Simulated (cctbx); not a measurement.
## What is wrong with this refinement?

Cell a = 4.9730 Å, b = 4.9730 Å, c = 15.7860 Å, α = 90.00°, β = 90.00°, γ = 120.00°; space group P6_3/mmc (no. 194). The compound is Er3VNi8.

The data are simulated with cctbx, not measured: Cu Kα, λ = 1.54184 Å, to d = 0.83 Å, 70 % of the full sphere, strongest reflection 5000 counts, noise from counting, a 3 % proportional error and a noise floor of 15 counts (s.d.); no absorption, and some extinction, which the refinements don't model.

An anisotropic refinement with weights 1/σ² prints:

```text
Rint 0.060, 149 unique reflections to 0.83 A
cycle     R1     wR2    GooF  max shift (A)
   1  0.1590  0.2828   9.998   0.00229
   3  0.1482  0.2564   9.066   0.00005
final R1 0.1482 wR2 0.2564 GooF 9.066  parameters 15  data/parameter 9.9
atom        x        y        z      Ueq    occ   su(xyz)  su(Uiso or U11)
Er1    0.33333  0.66667  0.75000   0.0015  1.000  0.00000  0.0031  NPD
Er2    0.66667  0.33333  0.04280   0.0053  1.000  0.00047  0.0026
Ni1    0.33333  0.66667  0.25000   0.0063  1.000  0.00000  0.0087
Ni2    0.83048  0.16952  0.62343   0.0079  1.000  0.00160  0.0048
V1     0.00000  0.00000  0.50000   0.0409  1.000  0.00000  0.0078  NPD
difference map: max 57.22 min -7.61 rms 2.24
Q1    0.0000  0.0000  0.2500    2   57.22  2.47 A from Ni2
Q2    0.0000  0.0000  0.0000    2   15.53  0.00 A from V1
Q3    0.3333  0.6667  0.7102    4    6.11  0.63 A from Er1
Q4    0.3333  0.6667  0.1653    4    6.01  1.34 A from Ni1
Q5    0.2004  0.4009  0.1274   12    4.79  0.27 A from Ni2
Q6    0.1398  0.2795  0.2500    6    4.57  1.67 A from Ni1
```

**Question.** Can this result stand? If not, what is the likely fault?

Mend it. The fault: an atom left out, Ni at (0, 0, 1/4). Against the right model at the same level, R1 goes from 0.0135 to 0.1482 and GooF from 0.89 to 9.07, U of V1 swells from 0.0122 to 0.0409 Å², the top difference peak, 57.2 e/Å³, lies 2.47 Å from Ni2 and Er1 and V1 go non-positive-definite. Q1 is the missing atom. With scattering power missing, scale and phases suffer, so peaks may also grow on the heavy atoms.

The compound is Er3VNi8. The right model at the same level gives:

```text
Rint 0.060, 149 unique reflections to 0.83 A
cycle     R1     wR2    GooF  max shift (A)
   1  0.0139  0.0261   0.931   0.00020
   2  0.0135  0.0251   0.894   0.00000
final R1 0.0135 wR2 0.0251 GooF 0.894  parameters 17  data/parameter 8.8
atom        x        y        z      Ueq    occ   su(xyz)  su(Uiso or U11)
Er1    0.33333  0.66667  0.75000   0.0061  1.000  0.00000  0.0003
Er2    0.66667  0.33333  0.04258   0.0064  1.000  0.00004  0.0003
Ni1    0.00000  0.00000  0.25000   0.0110  1.000  0.00000  0.0011
Ni2    0.33333  0.66667  0.25000   0.0120  1.000  0.00000  0.0009
Ni3    0.83053  0.16947  0.62341   0.0103  1.000  0.00017  0.0005
V1     0.00000  0.00000  0.50000   0.0122  1.000  0.00000  0.0011
difference map: max 2.33 min -1.85 rms 0.42
Q1    0.3333  0.6667  0.0984    4    2.34  1.47 A from Ni3
Q2    0.2429  0.4857  0.6076   12    1.95  1.29 A from Er2
Q3    0.3333  0.6667  0.7500    2    1.89  0.00 A from Er1
Q4    0.1219  0.2438  0.2500    6    1.63  1.05 A from Ni1
Q5    0.2014  0.4027  0.7500    6    1.22  1.14 A from Er1
Q6    0.1010  0.5505  0.0271   12    1.17  1.49 A from Er2
```

The model was made for the exercise: a known structure type with other elements put in, its volume estimated, not relaxed; displacement parameters are assumed.

[Middle refinement cycles are left out of these outputs.]

[Logs are printed without paths, hosts, clocks, repeated set-up lines and the standing remarks that a program may print on its own settings, such as how far it seeks lower states.]
